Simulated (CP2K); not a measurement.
Two runs for the O K edge of nitrate. Run A: CP2K XAS_TDP, all-electron GAPW, PBEh(45%), aug-cc-pVTZ, TDA, no relativity. Run B differs in one setting.

First lines with a strength over 0.0015. A:

```tsv
atom	energy (eV)	states	strength, one atom
O1 (bonded to N), 2 alike	527.30	1	0.0280
	531.06	1	0.0096
	531.19	1	0.0033
	531.74	1	0.0054
	532.22	1	0.0411
O3 (bonded to N)	527.25	1	0.0281
	531.03	1	0.0084
	531.15	1	0.0033
	531.71	1	0.0054
	532.27	1	0.0407
```

B:

```tsv
atom	energy (eV)	states	strength, one atom
O1 (bonded to N), 2 alike	519.08	1	0.0214
	521.66	1	0.0017
	521.76	1	0.0019
	522.58	1	0.0051
	523.54	1	0.0024
O3 (bonded to N)	519.04	1	0.0215
	521.63	1	0.0017
	521.72	1	0.0019
	522.55	1	0.0050
	523.51	1	0.0024
```

**Question.** Which was it: GW2X switched on, the basis, the functional, scalar relativity switched on?

The functional (functional from PBEh(45%) to PBE0; the lines alone don't name the new value). A functional moves all lines by electronvolts and changes their spacings and strengths. Against PBEh(45%) in aug-cc-pVTZ, the leading lines move by -8.22 eV (O1, to 519.08) and -8.21 eV (O3, to 519.04); the strength of O1's goes from 0.0280 to 0.0214. The next line of O1 over the strength cut lies 2.58 eV higher, against 3.76.

[Banner, clock and machine lines of the logs are left out without a mark of their own.]

[Logs are printed without paths, hosts, clocks, repeated set-up lines and the standing remarks that a program may print on its own settings, such as how far it seeks lower states.]

[Hosts, paths, dates, database ids (printed as entryN), source tags and the programs' standing remarks are cut or masked in the printed files.]
